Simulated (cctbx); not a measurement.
**Solving a structure by charge flipping**

Cell a = 4.1310 Å, b = 4.1310 Å, c = 4.1310 Å, α = 90.00°, β = 90.00°, γ = 90.00°; space group Pm-3m (no. 221); content Nd1 V3.

The data are simulated with cctbx, not measured: synchrotron X-rays, λ = 0.6889 Å, to d = 0.6 Å, 70 % of the full sphere, strongest reflection 40000 counts, noise from counting, a 2 % proportional error and a noise floor of 8 counts (s.d.); no absorption.

Charge flipping in P1 on normalised amplitudes to 0.8 Å, δ = 1 σ, 30 % of the reflections treated as weak, 200 cycles:

```text
cycle      R  skewness
    0  0.437     0.31
   16  0.334     3.52
   32  0.320     3.95
   48  0.321     3.71
   64  0.299     3.77
   80  0.302     3.84
   96  0.313     3.77
  112  0.296     3.95
  128  0.315     3.84
  144  0.310     3.61
  160  0.290     3.61
  176  0.299     3.68
  192  0.288     3.70
origin shift          correlation  skewness
-0.014  0.301  0.949      0.982      5.95
-0.014  0.301  0.451      0.983      4.79
-0.011  0.801  0.947      0.981      7.10
-0.013  0.801  0.450      0.983      4.62
taken: symmetry correlation 0.981, skewness 7.10
peak      x       y       z  mult  height/sigma
Q1    0.5000  0.5000  0.5000    1     19.2
Q2    0.0000  0.0000  0.5000    3      6.5
Q3    0.0000  0.5000  0.5000    3      1.5
Q4    0.3387  0.3387  0.3387    8      1.1
Q5    0.0000  0.0000  0.0000    1      0.7
Q6    0.1329  0.3036  0.5000   24      0.2
```

The origin is taken among those within 0.04 of the best correlation, by the skewness of the map.

Run time: 1.4 s on 1 thread of Arm Neoverse N1, with other jobs on the host, peak memory 0.07 GiB.

**Question.** Which peaks are atoms, and which elements?

Heights go roughly as Z and multiplicities must add up to the content. First model: Q1 = Nd1 (1 in the cell, height 19.2) and Q2 = V1 (3 in the cell, height 6.5). Against the true structure, Q1 is Nd and Q2 is V; the other peaks are not atoms.

Least squares on F², isotropic:

```text
Rint 0.020, 54 unique reflections to 0.61 A
cycle     R1     wR2    GooF  max shift (A)
   1  0.1966  0.4172  55.518   0.00000
   2  0.0032  0.0073   0.966   0.00000
final R1 0.0032 wR2 0.0073 GooF 0.966  parameters 2  data/parameter 27.0
atom        x        y        z      Ueq    occ   su(xyz)  su(Uiso or U11)
Nd1    0.50000  0.50000  0.50000   0.0044  1.000  0.00000  0.0000
V1     0.00000  0.00000  0.50000   0.0045  1.000  0.00000  0.0000
difference map: max 0.28 min -0.17 rms 0.06
Q1    0.2540  0.2540  0.2540    8    0.28  1.76 A from Nd1
Q2    0.2411  0.2411  0.5000   12    0.14  1.41 A from V1
Q3    0.0856  0.0856  0.2061   24    0.13  1.31 A from V1
Q4    0.0000  0.2496  0.2496   12    0.10  1.46 A from V1
Q5    0.1169  0.5000  0.5000    6    0.10  1.58 A from Nd1
```

Anisotropic refinement:

```text
Rint 0.020, 54 unique reflections to 0.61 A
cycle     R1     wR2    GooF  max shift (A)
   1  0.0033  0.0074   0.994   0.00000
   2  0.0032  0.0072   0.973   0.00000
final R1 0.0032 wR2 0.0072 GooF 0.973  parameters 3  data/parameter 18.0
atom        x        y        z      Ueq    occ   su(xyz)  su(Uiso or U11)
Nd1    0.50000  0.50000  0.50000   0.0044  1.000  0.00000  0.0000
V1     0.00000  0.00000  0.50000   0.0045  1.000  0.00000  0.0001
difference map: max 0.28 min -0.17 rms 0.06
Q1    0.2542  0.2542  0.2542    8    0.28  1.76 A from Nd1
Q2    0.2410  0.2410  0.5000   12    0.15  1.41 A from V1
Q3    0.0846  0.0846  0.2070   24    0.13  1.31 A from V1
Q4    0.1160  0.5000  0.5000    6    0.10  1.59 A from Nd1
Q5    0.0000  0.2494  0.2494   12    0.10  1.46 A from V1
Q6    0.0878  0.0878  0.5000   12    0.09  0.51 A from V1
```

**Reading.** The refinement ends at R1 = 0.0032, wR2 = 0.0072, GooF = 0.97, with difference density between -0.17 and 0.28 e/Å³. Every site matches the true model in element, within 0.001 Å r.m.s., up to an allowed shift of origin.

True model:

| atom | mult. | x | y | z | Ueq (Å²) |
| --- | --- | --- | --- | --- | --- |
| Nd1 | 1 | 0 | 0 | 0 | 0.0044 |
| V1 | 3 | 1/2 | 1/2 | 0 | 0.0045 |

The model was made for the exercise: a known structure type with other elements put in, its volume estimated, not relaxed; displacement parameters are assumed.

[Middle refinement cycles are left out of these outputs.]

[Logs are printed without paths, hosts, clocks, repeated set-up lines and the standing remarks that a program may print on its own settings, such as how far it seeks lower states.]
